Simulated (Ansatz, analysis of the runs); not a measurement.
# Transmission past a defect: Al wire along [110], 2 atoms a period, vacancy of one Al, part 3 of 3

What does the defect do to the conductance?

Ansatz 0.2.0; DFT PBE, plane waves, PAW; relaxation of a wire's period (the session's first sound run).

So far, conductance of the lead as this run defines it (G₀): step 3 (the wire at its relaxed period) 2.00.

## 5. Transmission between the leads

This step: DFT PBE, plane waves, PAW; transmission of a junction in a wire (Ansatz 0.2.0).

The cell is now read as a scatterer between two semi-infinite leads, named by two sites one period apart. The scattering states in its self-consistent potential are matched to the leads' states at each energy. One point across is taken, as for a wire in vacuum.

The input, input.yaml:

```yaml
crystal:
  lattice:
    - [8.82, 0.0, 0.0]
    - [0.0, 8.228, 0.0]
    - [0.0, 0.0, 22.0965614722]
  atoms:
    - { symbol: Al, position: [0.362963684, 0.5000218902, 0.0] }
    - { symbol: Al, position: [0.637036316, 0.5000218902, 0.055555556] }
    - { symbol: Al, position: [0.362963684, 0.5000218902, 0.111111111] }
    - { symbol: Al, position: [0.637036316, 0.5000218902, 0.166666667] }
    - { symbol: Al, position: [0.362963684, 0.5000218902, 0.222222222] }
    - { symbol: Al, position: [0.637036316, 0.5000218902, 0.277777778] }
    - { symbol: Al, position: [0.3742760198, 0.5000218902, 0.3339169817] }
    - { symbol: Al, position: [0.6760805391, 0.5000218902, 0.3902890938] }
    - { symbol: Al, position: [0.4229443515, 0.5000218902, 0.444199887] }
    - { symbol: Al, position: [0.4118541648, 0.5000218902, 0.5560010956] }
    - { symbol: Al, position: [0.6652491103, 0.5000218902, 0.6093702006] }
    - { symbol: Al, position: [0.362963684, 0.5000218902, 0.666666667] }
    - { symbol: Al, position: [0.637036316, 0.5000218902, 0.722222222] }
    - { symbol: Al, position: [0.362963684, 0.5000218902, 0.777777778] }
    - { symbol: Al, position: [0.637036316, 0.5000218902, 0.833333333] }
    - { symbol: Al, position: [0.362963684, 0.5000218902, 0.888888889] }
    - { symbol: Al, position: [0.637036316, 0.5000218902, 0.944444444] }
kpoints:
  mp_grid: { grid: [1, 1, 4] }
scf:
  occupations: { method: fermi_dirac, width: 0.05 }
hamiltonian:
  xc: pbe
output:
  transmission:
    e_range: [-1.26, 1.26]
    de: 0.035
    kmesh: [1, 1]
    reduced_basis: true
    leads: [[15, 0]]
  dos: { projected: true, e_range: [-4, 3] }
  write_potential: true
  write_density: true
  volumetric_format: npy
  elf: true
basis:
  ecutwfc: "350 eV"
```

Run with:

```
> ansatz run input.yaml --threads 4 --pin off --max-ram 16384MiB --backend cpu --events-out ev --progress --plain --runs-dir out
```

Numbers of over 12 decimals in the logs are rounded to 6 here.

Output:

```text
[...]
Crystal: 17 atoms, lattice volume = 1603.569 Å³
Basis set: ecut = 350 eV, 23885 PW (Γ)
Bands: 43, of which v1, the nominal top of the filled ones, is band 26 counted from 1 (25 counted from 0)
Symmetry: 2 space group operations
[...]
k-points: 3 of 4 (time reversal used)
[...]
SCF iter   1: F=—  HF=-9118.017341 eV  |F-HF|=—  |Δ(HF+E_count)|=         —  Δρ=2.31e-3  dr2=3.59e-1  ethr=1.77e-3  ⟨swp⟩=19.0  Hψ=899  notcnv=0  defer=2
[...]
SCF iter  10: F=-9117.963596 eV  HF=-9117.963596 eV  |F-HF|=1.31e-8  |Δ(HF+E_count)|=   7.14e-8  Δρ=8.63e-7  dr2=4.53e-8  ethr=1.96e-10  ⟨swp⟩=34.0  Hψ=613  notcnv=0
SCF 1 converged in 10 iterations: F = -9117.963596 eV  dr2 = 4.53e-8
[...]
transmission: 26 of 156 steps passed
transmission: 52 of 156 steps passed
[...]
transmission: 156 of 156 steps passed
WARN: The output density's exchange-correlation potential varies sharply where the density is thin. Do not read a vacuum level from v_tot or v_xc, or from such a field of the output density. On a cell that repeats whose density bears no net charge and no dipole along the vacuum's axis use v_es (v_loc + v_h of the components); under efield.dipole_correction with no amplitude use v_es + v_field, which holds any externa [...]
SCF converged after 10 iterations
Free energy (F): -9117.963596 eV
[...]
Internal energy: -9117.875468 eV  (E = F + TS)
E sigma→0 (E₀):  -9117.919532 eV
Entropy (-TS):   -0.088128 eV (-5.184 meV/atom)
Fermi energy:    -2.105355 eV
[...]
--- Band table (eV) ---
  k-point 0: bands = [... 22 lower, -2.6934, -2.5990, -2.1630, -2.0625, -1.9865, -1.6295, -1.2326, -0.9869, ... 13 higher]
  k-point 1: bands = [... 22 lower, -2.7539, -2.5752, -2.3313, -2.1169, -1.7769, -1.5317, -1.0733, -1.0731, ... 13 higher]
  k-point 2: bands = [... 22 lower, -2.6810, -2.5610, -2.4603, -2.1634, -1.5438, -1.4278, -1.3380, -0.9790, ... 13 higher]
--- Transmission ---
  basis      : 535 plane waves across, 26 finite elements along
  points     : 1, standing for a mesh of 1 x 1
[...]
crystal 0  : Al2, at the sites [15, 0], period 2.4552 Å, over 14.73 Å; its Hamiltonian steps by up to 47.4 meV: too much for a lead, lay more layers or, if its atoms are ordered, name the step of that order
[...]
filled         : 120.5 meV under the level at which it is neutral
    channels       : 2.000000e0 a spin
[...]
junction   : crystal 0 to crystal 0, 0.61 to 20.26 Å
    transmission   : 8.790567e-1 a spin
    error estimate : 9.257802e-5 a spin from the reduction of the transverse basis, at the most 1.336064e-3 at 1.085000 eV
    conductance    : 9.3686e13 S/m² at 300 K (9.3696e13 on every other energy)
    error estimate : 0.0 % from the energy spacing and 0.0 % from band edges of the leads and from resonances (wavevectors taken as independent; lower de), 0.0 % from the reduction of the transverse basis, 4.4 % from the steps of its leads' Hamiltonians or their offsets (lay more layers), 4.6 % from the distance to neutral
    resistance     : 5.9909e-3 Ω µm² beyond half of each lead's own
```

It took 48 s on 4 threads of Arm Neoverse N1, shared host; peak memory 1 GiB.

This step gave:

```
energy at zero smearing                                      : -9117.9195 eV
transmission at the energy nearest the Fermi level, one spin : 0.8791
step of the lead's Hamiltonian                               : 47.4 meV
conductance of the junction                                  : 0.8775 G₀
```

Table of transmission, one spin by energy, zero at the Fermi level:

| energy (eV) | transmission, one spin |
| --- | --- |
| -1.190 | 0.0177 |
| -1.085 | 0.165 |
| -1.015 | 1.04 |
| -0.910 | 0.208 |
| -0.805 | 0.174 |
| -0.700 | 0.246 |
| -0.595 | 0.348 |
| -0.490 | 0.469 |
| -0.385 | 0.590 |
| -0.315 | 0.663 |
| -0.210 | 0.756 |
| -0.105 | 0.828 |
| 0.000 | 0.879 |
| 0.105 | 0.915 |
| 0.210 | 0.938 |
| 0.315 | 0.954 |
| 0.385 | 0.962 |
| 0.490 | 0.972 |
| 0.595 | 1.01 |
| 0.700 | 1.27 |
| 0.805 | 1.46 |
| 0.910 | 1.63 |
| 1.015 | 1.79 |
| 1.085 | 1.89 |
| 1.190 | 2.03 |

The open channels of the lead, one spin by energy, zero at the Fermi level:

| energy (eV) | open channels of the lead, one spin |
| --- | --- |
| -1.26 | 1 |
| -1.19 | 2 |
| -1.12 | 2 |
| -1.05 | 2 |
| -0.98 | 2 |
| -0.91 | 2 |
| -0.84 | 2 |
| -0.77 | 2 |
| -0.70 | 2 |
| -0.63 | 2 |
| -0.59 | 2 |
| -0.53 | 2 |
| -0.46 | 2 |
| -0.39 | 2 |
| -0.32 | 2 |
| -0.24 | 2 |
| -0.17 | 2 |
| -0.10 | 2 |
| -0.04 | 2 |
| 0.00 | 2 |
| 0.04 | 2 |
| 0.10 | 2 |
| 0.17 | 2 |
| 0.24 | 2 |
| 0.32 | 2 |
| 0.39 | 2 |
| 0.46 | 2 |
| 0.53 | 2 |
| 0.59 | 4 |
| 0.63 | 4 |
| 0.70 | 4 |
| 0.77 | 4 |
| 0.84 | 4 |
| 0.91 | 4 |
| 0.98 | 4 |
| 1.05 | 5 |
| 1.12 | 5 |
| 1.19 | 5 |
| 1.26 | 5 |

Projected DOS an atom over height of the atomic layer and energy from the Fermi level.  broadened by a Gaussian of 0.15 eV, since few k-points sample the long cell.

Ten even steps from '_' (0.07 states/eV) to '@' (1.43 states/eV), each cell a mean:
```
##**%%**@@##==##==++##==##@@**%%**
**%%##++**++::--++++----++##**##%%
::++::----::....====....--------==
--::__::--....==----==..__--::__::
--..__::::__..--------..__::::__..
....::::..__::==----==::__..::::..
__::==::__..==++----++==..__::==::
--::::::::--++++====**++--::::::::
**------++##%%@@==++@@%%##==------
==--++##%%%%**%%++++##**@@##**++--
####%%%%####==**++++++==####%%%%%%
++**======::--::----..::::======**
__..____..__..__::::__..__..____..
__..__..________....__..____..__..
::....::....................::....
::......______..::::..______......
........____..__....________......
..............::..................
..__........__........__........__
__....::::..::..::::......::::....
..........::..::::::::..::........
..____..__..____......__..____..__
```
Columns: height of the atomic layer (Å) from 0 to 20.9 (not evenly spaced); rows upwards: energy from the Fermi level (eV) from -3.98 to 1.47.

ELF in the ca plane at fractional y = 0.500, with atoms of Al within 0.2 Å of it. It is the smooth field of the valence electrons, not physical close to the nuclei.

Ten even steps from '0' (0.00) to '9' (0.97), each cell a mean:
```
00001111100000000000001100000000000000000000
11223345543100000123433221111111111111111111
33445678876410002567765544333333333333333333
56667889998620014789887766655556665556666666
77888899999830016999998888877778877778887778
78999977899840027999888999878899987889988889
46999723489850038996337999746899964799985589
11799618379851038982734998211799611389941159
52488611389851137993314896151599424179824328
01587534799842137997325786101588510278730038
45776546899754346898755677645677643577754467
77776556776456665688755577777677666677766677
77754567621158962136766567777666677765667776
87411388615359972515885214777411578731268862
88234289831179982417994231787222388613158841
99412399973499994149995242898332499714169952
99843799986689987679997326999622799951389983
99888898865578876678998778999877899987899997
88888887643345554456788888888877788888888888
77777665421122222234567777777766667777777776
55554432110000000012345555555544344455444444
22222210000000000000112233322221112222222222
00100000000000000000000111100000000000000000
00000000000000000000000000000000000000000000
```
Columns run along c (16.0 Å, from fractional 0.28 to 1.00 of the cell), rows up along a (8.8 Å). Atoms in or near the plane, at fractional coordinates: Al at (0.28, 0.64), Al at (0.33, 0.37), Al at (0.39, 0.68), Al at (0.44, 0.42), Al at (0.56, 0.41), Al at (0.61, 0.67), Al at (0.67, 0.36), Al at (0.72, 0.64), Al at (0.78, 0.36), Al at (0.83, 0.64), Al at (0.89, 0.36), Al at (0.94, 0.64).

Valence density in the ca plane at fractional y = 0.500, with atoms of Al within 0.2 Å of it. It is the smooth field of the valence electrons, not physical close to the nuclei.

Values in e/Å³, 13 rows by 16 columns, each cell a mean:
```
0.00 0.01 0.01 0.01 0.00 0.00 0.00 0.01 0.01 0.01 0.00 0.00 0.00 0.00 0.00 0.00
0.02 0.03 0.04 0.02 0.01 0.00 0.01 0.03 0.02 0.02 0.02 0.02 0.02 0.02 0.02 0.02
0.09 0.11 0.14 0.10 0.02 0.01 0.06 0.12 0.10 0.09 0.08 0.08 0.08 0.07 0.08 0.08
0.16 0.25 0.14 0.15 0.05 0.03 0.13 0.13 0.23 0.19 0.18 0.22 0.15 0.22 0.17 0.19
0.12 0.30 0.13 0.20 0.08 0.05 0.19 0.11 0.27 0.18 0.17 0.29 0.09 0.31 0.14 0.21
0.20 0.25 0.22 0.29 0.13 0.09 0.25 0.24 0.23 0.23 0.22 0.27 0.17 0.28 0.20 0.24
0.27 0.23 0.24 0.22 0.18 0.21 0.20 0.26 0.21 0.26 0.25 0.24 0.25 0.25 0.25 0.25
0.29 0.12 0.30 0.15 0.21 0.28 0.10 0.30 0.16 0.24 0.25 0.16 0.30 0.14 0.26 0.22
0.28 0.11 0.25 0.18 0.19 0.22 0.15 0.28 0.13 0.23 0.24 0.13 0.31 0.11 0.26 0.21
0.16 0.14 0.12 0.08 0.07 0.07 0.09 0.12 0.15 0.17 0.17 0.15 0.17 0.15 0.17 0.16
0.05 0.04 0.03 0.02 0.01 0.01 0.02 0.03 0.05 0.05 0.05 0.05 0.05 0.05 0.05 0.05
0.01 0.01 0.01 0.00 0.00 0.00 0.00 0.01 0.01 0.01 0.01 0.01 0.01 0.01 0.01 0.01
0.00 0.00 0.00 0.00 0.00 0.00 0.00 0.00 0.00 0.00 0.00 0.00 0.00 0.00 0.00 0.00
```
Columns run along c (16.0 Å, from fractional 0.28 to 1.00 of the cell), rows up along a (8.8 Å). Atoms in or near the plane, at fractional coordinates: Al at (0.28, 0.64), Al at (0.33, 0.37), Al at (0.39, 0.68), Al at (0.44, 0.42), Al at (0.56, 0.41), Al at (0.61, 0.67), Al at (0.67, 0.36), Al at (0.72, 0.64), Al at (0.78, 0.36), Al at (0.83, 0.64), Al at (0.89, 0.36), Al at (0.94, 0.64).

Electrostatic potential energy in the ca plane at fractional y = 0.500, with atoms of Al within 0.2 Å of it. With pseudopotentials it is smooth inside the atoms' cores, unlike the true potential.

Ten even steps from '0' (-20 eV) to '9' (2 eV), each cell a mean:
```
99999999999999999999999999999999999999999999
99999999999999999999999999999999999999999999
99999999999999999999999999999999999999999999
99999988889999999998889999999999999999999999
88998765678999999987678999888999888899988889
55787510147999999863125787656788755688865578
00366113116899999730101574101477300157620026
32055036305899999712540451131154023026302204
64045113116899999721420450363043045215215402
21157410147899998751002661121155012026302204
01477765555678887665446775211476310257620136
56666777521147763235777776656666655667665566
76421366202105620102675334676433577643367753
65011045115404502530551000464000156300026620
53045125203205512420530351252144035125204403
53034036510037730003640451252154035125304403
76200158765578874347761000464000156300026610
88644689988889987788885324787523578642368763
99888899999999999999998778898877889877789987
99999999999999999999999999999999999999999999
99999999999999999999999999999999999999999999
99999999999999999999999999999999999999999999
99999999999999999999999999999999999999999999
99999999999999999999999999999999999999999999
```
Columns run along c (16.0 Å, from fractional 0.28 to 1.00 of the cell; values clipped at the 3rd and 97th percentile), rows up along a (8.8 Å). Atoms in or near the plane, at fractional coordinates: Al at (0.28, 0.64), Al at (0.33, 0.37), Al at (0.39, 0.68), Al at (0.44, 0.42), Al at (0.56, 0.41), Al at (0.61, 0.67), Al at (0.67, 0.36), Al at (0.72, 0.64), Al at (0.78, 0.36), Al at (0.83, 0.64), Al at (0.89, 0.36), Al at (0.94, 0.64).

By hand: the program gives 9.3686 × 10^13 S/m² over the cell's cross-section of 72.57 Å² = 7.257 × 10^-19 m², so one cell conducts 6.799 × 10^-5 S. Divided by G0 = 2e²/h = 7.748 × 10^-5 S this is 0.878 G0, a resistance of 14.7 kΩ.

The conductance is 0.877 G₀, with 2 channels a spin open in the lead. The lead's Hamiltonian steps by 47.4 meV, which the program calls too much for a lead.

## 6. Conductance and thermopower from T(E)

This step: Landauer integrals over the computed T(E), interpolated linearly between its energies (analysis of the runs above).

Conductance and thermopower are moments of T(E) over the thermal window; sliding the window along E stands for a gate that leaves T(E) rigid.

Numbers from this step:

```yaml
conductance_at_300_k_interpolated_from_t_e: 0.8773 G₀
thermopower_at_300_k: -3.449 μV/K
lorenz_number_over_l0: 0.9932
```

T(E) held rigid; rough near sharp steps of T(E). Conductance at 300 K against shift of the leads' level:

| shift of the leads' level (eV) | conductance at 300 K (G₀) |
| --- | --- |
| -0.900 | 0.253 |
| -0.850 | 0.190 |
| -0.800 | 0.187 |
| -0.750 | 0.211 |
| -0.700 | 0.249 |
| -0.650 | 0.294 |
| -0.600 | 0.345 |
| -0.550 | 0.400 |
| -0.500 | 0.457 |
| -0.450 | 0.515 |
| -0.400 | 0.572 |
| -0.350 | 0.626 |
| -0.300 | 0.676 |
| -0.250 | 0.721 |
| -0.200 | 0.762 |
| -0.150 | 0.797 |
| -0.100 | 0.828 |
| -0.050 | 0.855 |
| 0.000 | 0.877 |
| 0.050 | 0.896 |
| 0.100 | 0.912 |
| 0.150 | 0.925 |
| 0.200 | 0.935 |
| 0.250 | 0.944 |
| 0.300 | 0.952 |
| 0.350 | 0.958 |
| 0.400 | 0.964 |
| 0.450 | 0.969 |
| 0.500 | 0.976 |
| 0.550 | 0.995 |
| 0.600 | 1.05 |
| 0.650 | 1.15 |
| 0.700 | 1.26 |
| 0.750 | 1.36 |
| 0.800 | 1.45 |
| 0.850 | 1.54 |
| 0.900 | 1.62 |

T(E) held rigid; rough near sharp steps of T(E). Table of thermopower at 300 K by shift of the leads' level:

| shift of the leads' level (eV) | thermopower at 300 K (μV/K) |
| --- | --- |
| -0.900 | 65.1 |
| -0.800 | -7.79 |
| -0.750 | -21.4 |
| -0.650 | -23.8 |
| -0.550 | -20.7 |
| -0.450 | -16.3 |
| -0.400 | -14.1 |
| -0.300 | -10.3 |
| -0.200 | -7.33 |
| -0.150 | -6.12 |
| -0.050 | -4.20 |
| 0.050 | -2.82 |
| 0.150 | -1.87 |
| 0.200 | -1.53 |
| 0.300 | -1.05 |
| 0.400 | -0.838 |
| 0.450 | -0.970 |
| 0.550 | -5.42 |
| 0.650 | -13.4 |
| 0.750 | -10.2 |
| 0.800 | -8.83 |
| 0.900 | -7 |

The two levels move by half the bias each and T(E) is held rigid. The current from the zero-bias T(E) by bias:

| bias (V) | current from the zero-bias T(E) (μA) |
| --- | --- |
| 0.000 | 0 |
| 0.100 | 6.79 |
| 0.200 | 13.6 |
| 0.300 | 20.3 |
| 0.400 | 26.9 |
| 0.500 | 33.4 |
| 0.600 | 39.8 |
| 0.700 | 46.0 |
| 0.800 | 52.1 |
| 0.900 | 57.9 |
| 1.000 | 63.6 |
| 1.100 | 69.0 |
| 1.200 | 74.4 |
| 1.300 | 79.9 |
| 1.400 | 85.6 |
| 1.500 | 91.6 |
| 1.600 | 97.8 |
| 1.700 | 104 |
| 1.800 | 111 |
| 1.900 | 119 |

By hand, Mott's formula: S = −(π²k²T/3e) d ln T/dE, and π²k²T/3e = 7.33 μV/K × eV at 300 K. The computed T is 0.847 at -0.070 eV and 0.904 at +0.070 eV, so d ln T/dE ≈ 0.469 per eV and S ≈ -3.44 μV/K, against -3.45 from the integrals.

The thermopower is -3.45 μV/K. The Lorenz ratio is 0.99, where the Wiedemann-Franz law gives 1. Moving the level by up to 0.1 eV either way gives -5.1 to -2.3 μV/K.

## 7. Bands of the perfect wire

This step: DFT PBE, plane waves, PAW; channels and complex bands of a perfect wire; changed: basis.ecutwfc = "40 Ry/bohr", scf.max_iter = 75 (Ansatz 0.2.0).

System of this step: Al wire along [110], 2 atoms a period. The cell holds 2 atoms: 2 Al. Cell: a = 8.820 Å, b = 8.228 Å, c = 2.455 Å, α = 90.0°, β = 90.0°, γ = 90.0°. Vacuum lies along a and b. The structure's axis is c.

The input of the run on the perfect lead is made doubtful on purpose.

The input, input.yaml:

```yaml
crystal:
  lattice:
    - [8.82, 0.0, 0.0]
    - [0.0, 8.228, 0.0]
    - [0.0, 0.0, 2.4551734969]
  atoms:
    - { symbol: Al, position: [0.362963684, 0.500026294, 0.0] }
    - { symbol: Al, position: [0.637036316, 0.500016936, 0.5] }
kpoints:
  mp_grid: { grid: [1, 1, 33] }
scf:
  occupations: { method: fermi_dirac, width: 0.05 }
  max_iter: 75
hamiltonian:
  xc: pbe
output:
  transmission:
    e_range: [-1.26, 1.26]
    de: 0.035
    kmesh: [1, 1]
    reduced_basis: true
    leads: [[0, 0]]
basis:
  ecutwfc: "40 Ry/bohr"
```

Output:

```text
Error: YAML parse error: error: line 24 column 12: unknown unit factor `Ry/bohr`
  --> <input>:24:12
   |
22 |     leads: [[0, 0]]
23 | basis:
24 |   ecutwfc: "40 Ry/bohr"
   |            ^ unknown unit factor `Ry/bohr`
```

Run time: 0.03 s. Hardware: 4 threads; peak memory 0.022 GiB.

The program refused the input before any cycle.

The program's message: “Error: YAML parse error: error: line 24 column 12: unknown unit factor `Ry/bohr`”

The change that led to it: basis.ecutwfc = "40 Ry/bohr".

## 8. Results

| Property | Result |
| --- | --- |
| conductance of the perfect wire | 2.00 G₀ |
| conductance, vacancy of one Al | 0.877 G₀ |
| thermopower, vacancy of one Al | -3.45 μV/K |

**Reading.** Summed over the computed window, 33 % of the lead's open channels pass the defect; the conductance at 300 K is 0.877 G₀. With vacancy of one Al, 44 % of the conductance of that run's own lead (2.00 G₀) is left. Transport is coherent and elastic here: the atoms are frozen, so scattering by vibrations plays no part. In 1 run the program finds the step of the lead's Hamiltonian too large, so longer leads may change the transmission. A cutoff under the files' recommended one was taken to save time; its effect on T(E) was not tested here. A cell with an odd number of electrons ran without spin; a level of the scatterer near the Fermi level could split if spin were allowed.

[Logs are printed without paths, hosts, clocks, repeated set-up lines and the standing remarks that a program may print on its own settings, such as how far it seeks lower states.]

[Hosts, paths, dates, database ids (printed as entryN), source tags and the programs' standing remarks are cut or masked in the printed files.]
